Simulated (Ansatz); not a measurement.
# Ag wire along [100], 24 atoms a period: bands along the axis, part 2 of 2

Wanted: the relaxed geometry and the bands of the Ag wire along [100], 24 atoms a period.

Ansatz 0.2.0; DFT PBE, plane waves, PAW; relaxation of a wire's period; PAW set soft_1 (the session's first sound run).

So far: Starting point; Relaxation of atoms and period.

**2. Relaxation of atoms and period (continued)**

The steps of the relaxation:

```csv
step,energy less that of the first step (eV),largest force component (eV/Å),pressure (GPa),volume (Å³)
1,0.0000,0.3472,-1.15,1224.17
2,-0.3997,0.1279,0.51,1180.66
3,-0.4855,0.0568,-0.05,1170.24
4,-0.5267,0.0285,0.01,1144.70
5,-0.5316,0.0134,-0.02,1137.05
6,-0.5330,0.0042,-0.01,1133.28
7,-0.5341,0.0025,-0.02,1129.20
8*,-0.5175,0.0033,-0.02,1129.20
```

Relaxation steps marked * repeat the geometry before them on a plane-wave basis chosen anew for their cell, so energy and pressure can jump there.

The run keeps the 16 symmetry operations that it works with, so distortions that break them were not tested.

| cell as run | before | after | change |
| --- | --- | --- | --- |
| c (Å) | 4.150 | 3.828 | -7.8 % |

The atoms that moved most (Å, along periodic axes as changes of fractional coordinates times the final cell, across vacuum about the mean position):

```csv
atom,dx,dy,dz,length
Ag2,-0.078,-0.078,0.000,0.110
Ag15,-0.078,0.078,0.000,0.110
Ag22,0.078,-0.078,0.000,0.110
Ag11,0.078,0.078,0.000,0.110
Ag10,0.094,-0.052,0.000,0.107
Ag6,-0.052,0.094,0.000,0.107
Ag21,0.052,0.094,0.000,0.107
Ag23,0.094,0.052,0.000,0.107
```

This step gave:

```
energy at zero smearing    : -182166.0799 eV
cell length along the wire : 3.828 Å
```

The cell's length comes to 3.828 Å with spin left out.

**3. The wire at its relaxed period**

This step: DFT PBE, plane waves, PAW; bands of a perfect wire; PAW set soft_1 (Ansatz 0.2.0).

At the relaxed period the bands are computed along the axis; those that cross an energy going forward count the channels that a perfect wire would open there.

Input file input.yaml:

```yaml
crystal:
  lattice:
    - [17.175, 0.0, 0.0]
    - [0.0, 17.175, 0.0]
    - [0.0, 0.0, 3.8280469661]
  atoms:
    - { symbol: Ag, position: [0.194294788, 0.438551281, 0.0] }
    - { symbol: Ag, position: [0.314232579, 0.314232579, 0.0] }
    - { symbol: Ag, position: [0.313318155, 0.563410183, 0.0] }
    - { symbol: Ag, position: [0.438551281, 0.194294788, 0.0] }
    - { symbol: Ag, position: [0.437755767, 0.437755767, 0.0] }
    - { symbol: Ag, position: [0.436589817, 0.686681845, 0.0] }
    - { symbol: Ag, position: [0.563410183, 0.313318155, 0.0] }
    - { symbol: Ag, position: [0.562244233, 0.562244233, 0.0] }
    - { symbol: Ag, position: [0.561448719, 0.805705212, 0.0] }
    - { symbol: Ag, position: [0.686681845, 0.436589817, 0.0] }
    - { symbol: Ag, position: [0.685767421, 0.685767421, 0.0] }
    - { symbol: Ag, position: [0.805705212, 0.561448719, 0.0] }
    - { symbol: Ag, position: [0.194294788, 0.561448719, 0.5] }
    - { symbol: Ag, position: [0.313318155, 0.436589817, 0.5] }
    - { symbol: Ag, position: [0.314232579, 0.685767421, 0.5] }
    - { symbol: Ag, position: [0.436589817, 0.313318155, 0.5] }
    - { symbol: Ag, position: [0.437755767, 0.562244233, 0.5] }
    - { symbol: Ag, position: [0.438551281, 0.805705212, 0.5] }
    - { symbol: Ag, position: [0.561448719, 0.194294788, 0.5] }
    - { symbol: Ag, position: [0.562244233, 0.437755767, 0.5] }
    - { symbol: Ag, position: [0.563410183, 0.686681845, 0.5] }
    - { symbol: Ag, position: [0.685767421, 0.314232579, 0.5] }
    - { symbol: Ag, position: [0.686681845, 0.563410183, 0.5] }
    - { symbol: Ag, position: [0.805705212, 0.438551281, 0.5] }
kpoints:
  mp_grid: { grid: [1, 1, 21] }
  band_path: { path: ["Γ", Z], npoints: 90 }
scf:
  occupations: { method: fermi_dirac, width: 0.05 }
hamiltonian:
  xc: pbe
  pseudopotentials: { kind: paw, azcp: { folder: soft_1 } }
output:
  dos: { e_range: [-5, 4] }
  write_potential: true
  write_density: true
  volumetric_format: npy
```

The run is started by

```console
ansatz run input.yaml --threads 4 --pin off --max-ram 16384MiB --backend cpu --events-out ev --progress --plain --runs-dir out
```

Numbers of over 12 decimals in the logs are rounded to 6 here.

The log of the run:

```text
[...]
Crystal: 24 atoms, lattice volume = 1129.200 Å³
Basis set: ecut = 420 eV, 22173 PW (Γ)
Bands: 274, of which v1, the nominal top of the filled ones, is band 228 counted from 1 (227 counted from 0)
Symmetry: 16 space group operations
[...]
k-points: 11 of 21
[...]
SCF iter   1: F=—  HF=-182170.679048 eV  |F-HF|=—  |Δ(HF+E_count)|=         —  Δρ=3.43e-2  dr2=1.77e1  ethr=3.10e-3  ⟨swp⟩=6.2  Hψ=11518  notcnv=0  defer=171
[...]
SCF iter  10: F=-182166.111302 eV  HF=-182166.111302 eV  |F-HF|=3.22e-8  |Δ(HF+E_count)|=   1.17e-7  Δρ=1.66e-6  dr2=2.21e-8  ethr=2.19e-11  ⟨swp⟩=14.1  Hψ=11887  notcnv=0
SCF 1 converged in 10 iterations: F = -182166.111302 eV  dr2 = 2.21e-8
[...]
NSCF: frozen V_eff on 91 k-points
WARN: The output density's exchange-correlation potential varies sharply where the density is thin. Do not read a vacuum level from v_tot or v_xc, or from such a field of the output density. On a cell that repeats whose density bears no net charge and no dipole along the vacuum's axis use v_es (v_loc + v_h of the components); under efield.dipole_correction with no amplitude use v_es + v_field, which holds any externa [...]
SCF converged after 10 iterations
Free energy (F): -182166.111302 eV
[...]
Internal energy: -182166.072248 eV  (E = F + TS)
E sigma→0 (E₀):  -182166.091775 eV
Entropy (-TS):   -0.039054 eV (-1.627 meV/atom)
Fermi energy:    3.726919 eV
[...]
--- Band table (eV; the first three rows and the last of 11) ---
  k-point 0: bands = [... 224 lower, 2.3295, 2.3295, 2.3535, 2.9587, 3.1300, 4.1174, 4.1180, 4.3686, ... 42 higher]
  k-point 1: bands = [... 224 lower, 2.3499, 2.3499, 2.4086, 2.9858, 3.1678, 4.1414, 4.1424, 4.4052, ... 42 higher]
  k-point 2: bands = [... 224 lower, 2.4108, 2.4108, 2.5603, 3.0666, 3.2764, 4.2107, 4.2166, 4.5116, ... 42 higher]
  k-point 10: bands = [... 224 lower, 2.8433, 3.2172, 3.5983, 3.6498, 3.9823, 3.9823, 4.3291, 4.3291, ... 42 higher]
```

Elapsed: 12 min, on 4 threads of Arm Neoverse V1, shared host; peak memory 13 GiB.

Reading the cycles: dr2 is the Hartree energy of the density residual (eV), the measure of convergence; HF is the Harris–Foulkes estimate of the energy, which meets the free energy F at convergence.

Numbers from this step:

| Item | Value |
| --- | --- |
| energy at zero smearing | -182166.0918 eV |
| band gap | 0 eV |

Electronic bands along the path, in eV, zero at the Fermi level; # counts the bands kept:

| point | #56 | #57 | #58 | #59 | #60 | #61 | #62 | #63 |
| --- | --- | --- | --- | --- | --- | --- | --- | --- |
| Γ | -1.40 | -1.40 | -1.37 | -0.77 | -0.60 | 0.39 | 0.39 | 0.64 |
| halfway | -0.84 | -0.84 | -0.28 | -0.06 | 0.27 | 0.72 | 1.02 | 1.07 |
| Z | -0.78 | -0.78 | -0.22 | -0.22 | 0.39 | 0.39 | 0.66 | 0.66 |

Between Γ and Z the bands cross the Fermi level 9 times, so a perfect wire would conduct at least 9 G₀, with spin left out.

**4. Results**

```json
{"cell length, PBE": "3.828 Å", "ballistic conductance by band crossings, a lower bound, PBE": "9 G₀"}
```

What this shows: Under PBE the cell's length is 3.83 Å, and the bands cross the Fermi level 9 times between Γ and Z, which gives a perfect wire at least 9 G₀ (opposite crossings within one step of the path cancel in such a count).

[Logs are printed without paths, hosts, clocks, repeated set-up lines and the standing remarks that a program may print on its own settings, such as how far it seeks lower states.]

[Hosts, paths, dates, database ids (printed as entryN), source tags and the programs' standing remarks are cut or masked in the printed files.]
